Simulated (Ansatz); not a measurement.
## h-BN/1T-TaS2 heterobilayer: how far the plane-wave cutoff must go

Aim: find how far the plane-wave cutoff can be loosened while the forces stay near those of the strictest setting.

Method: Kohn-Sham DFT, PBE+D4, PAW, plane waves, in Ansatz 0.2.0.

### Step 1. Starting point

The cell holds 59 atoms: 16 B, 16 N, 9 Ta and 18 S. Cell: a = 10.048 Å, b = 10.048 Å, c = 18.370 Å, α = 90.0°, β = 90.0°, γ = 120.0°. 16 cells of h-BN (a = 2.504 A, strained +0.32 %) and 9 cells of 1T-TaS2 (a = 3.36 A, -0.32 %) on one hexagonal cell, twist 0.00 deg; facing planes 3.31 A apart; 12 A of vacuum; displaced by a Gaussian of 0.01 A. Regions: layer 1, 32 atoms (16 B and 16 N); layer 2, 27 atoms (9 Ta and 18 S). Vacuum lies along c.

### Step 2. Running it

ASE makes the structure inside the script; the seeds are typed, so the same atoms come back each time. The 3×3×1 mesh is chosen so that along the periodic directions points times cell width come to 26.1 Å or more. A smearing of 0.025 eV is typed, narrow for a metal. A dispersion term (D4) is added because semilocal functionals miss the attraction between layers or molecules. The highest cutoff serves as the reference; forces are the test that matters for later relaxations, while absolute energies converge more slowly and partly cancel in differences.

Contents of scan.py:

```python
import time
import warnings
import numpy as np
from ase import Atoms
from ase.build import make_supercell
import ansatz as az

warnings.simplefilter("ignore", az.DeckWarning)
u1 = Atoms(['B', 'N'], cell=[2.504, 2.504, 1, 90, 90, 120], pbc=True,
          scaled_positions=[[1/3, 2/3, 0], [2/3, 1/3, 0]])  # z in A
u2 = Atoms(['Ta', 'S', 'S'], cell=[3.36, 3.36, 1, 90, 90, 120], pbc=True,
          scaled_positions=[[0/3, 0/3, 0], [1/3, 2/3, 1.53], [2/3, 1/3, -1.53]])  # z in A
cell = [10.048, 10.048, 120]  # common in-plane cell: a, b, gamma
layers = [(u1, [[4, 0], [0, 4]], [0, 0], 1),
          (u2, [[3, 0], [0, 3]], [0.681, 0.189], -1)]
gaps = [3.31, 12]
atoms, top = Atoms(), 0.0
for k, (u, M, shift, flip) in enumerate(layers):
    s = make_supercell(u, [M[0] + [0], M[1] + [0], [0, 0, 1]], wrap=False)
    z = flip * s.positions[:, 2]; f = s.get_scaled_positions(wrap=False)
    s.set_cell([cell[0], cell[1], 1, 90, 90, cell[2]]); s.set_scaled_positions(np.c_[f[:, :2] + shift, z - z.min() + top]); s.set_tags(k)
    top = s.positions[:, 2].max() + gaps[k]; atoms += s
atoms.set_cell([cell[0], cell[1], top, 90, 90, cell[2]]); atoms.pbc = True
atoms.center(axis=2)
atoms.rattle(0.01, seed=50521)
atoms.wrap()
print(atoms.get_chemical_formula(), "-", len(atoms), "atoms; cell", atoms.cell.cellpar().round(3))

base = (
    az.Crystal.from_ase(atoms)
    .calculation()
    .functional("pbe", dispersion="d4")
    .kpoints(3, 3, 1)
    .occupations("fermi_dirac", width=0.025)
    .forces()
    .band_table()
)

def gap_of(report):
    e = np.concatenate(report["eigenvalues_ev"]); f = np.concatenate(report["occupations"])
    f = f / f.max()  # a half-filled level counts on both sides, so the gap is then zero
    return e[f > 0.3].max(), e[f < 0.7].min()

rows = []
for cutoff in [250, 320, 420, 520]:
    start = time.time()
    try:
        r = base.basis(cutoff).run(threads=4).report
    except az.AnsatzError as error:
        print(cutoff, 'failed:', str(error)[:110])
        continue
    homo, lumo = gap_of(r)
    rows.append((cutoff, r['free_energy_ev'] / len(atoms), np.array(r['forces_ev_ang']), max(lumo - homo, 0), np.nan, r['n_iterations'], time.time() - start))
    print(cutoff, f"F = {r['free_energy_ev']:.4f} eV, {r['n_iterations']} iterations, {time.time() - start:.0f} s", flush=True)

ref = rows[-1]
scale = np.sqrt(np.mean(ref[2] ** 2))
print(f"r.m.s. force of the reference: {scale:.3f} eV/A")
print("  cutoff  dE (meV/atom)  dF rms (meV/A)  dF (%)  gap (eV)  iter  time (s)")
for name, e, f, gap, p, n, t in rows:
    df = np.sqrt(np.mean((f - ref[2]) ** 2))
    print(f"{str(name):>8s} {1000 * (e - ref[1]):14.2f} {1000 * df:15.2f} {100 * df / scale:7.2f} {gap:9.3f} {n:5d} {t:9.1f}")
```

The run is started by

```sh
$ python scan.py
```

Output:

```text
B16N16S18Ta9 - 59 atoms; cell [ 10.048  10.048  18.37   90.     90.    120.   ]
250 F = -114322.4652 eV, 11 iterations, 49 s
320 F = -114342.1238 eV, 10 iterations, 61 s
RunWarning: concurrent solve slots capped 4 → 3: at 4 slots the entry's largest phase would hold 7.48 GiB against the 7.20 GiB of host memory that it is priced against; at 3 slots it would hold 6.15 GiB (results are unchanged, but for whatever memory decides [...]
420 F = -114344.9755 eV, 10 iterations, 84 s
RunWarning: concurrent solve slots capped 4 → 2: at 4 slots the entry's largest phase would hold 9.95 GiB against the 7.20 GiB of host memory that it is priced against; at 2 slots it would hold 6.35 GiB (results are unchanged, but for whatever memory decides [...]
520 F = -114345.0774 eV, 10 iterations, 107 s
r.m.s. force of the reference: 0.321 eV/A
  cutoff  dE (meV/atom)  dF rms (meV/A)  dF (%)  gap (eV)  iter  time (s)
     250         383.26           15.13    4.71     0.000    11      48.7
     320          50.06            6.88    2.14     0.000    10      60.7
     420           1.73            0.17    0.05     0.000    10      83.8
     520           0.00            0.00    0.00     0.000    10     107.4
```

It took 5 min on 4 threads of Arm Neoverse V1, shared host; peak memory 5.7 GiB.

### Step 3. Outcome

```json
{
  "reference run": "520, 1.8 min",
  "r.m.s. force component of the reference": "0.321 eV/Å",
  "largest r.m.s. force difference": "15.1 meV/Å (250)",
  "smallest r.m.s. force difference": "0.172 meV/Å (420)",
  "energy differences": "1.73 to 383 meV/atom"
}
```

The cheapest setting whose forces lie within 1 % of the reference is 420 eV, at 0.78 times the reference's time. Up to 6 levels (over all k-points) are partly filled under the smearing, and with an odd electron count a run without spin can't have a gap, so the cell behaves as a metal at this level. No dipole correction is set, which matters where the two faces of the slab differ. Notices that the program raised in these runs, those on memory apart (the script silences some of them): cutoff below recommended.

[Logs are printed without paths, hosts, clocks, repeated set-up lines and the standing remarks that a program may print on its own settings, such as how far it seeks lower states.]

[Hosts, paths, dates, database ids (printed as entryN), source tags and the programs' standing remarks are cut or masked in the printed files.]

[Scripts of this kind were picked in part by their result: those with far moves, changed bonds, near-zero gaps or large misses at database cells are mostly left out.]
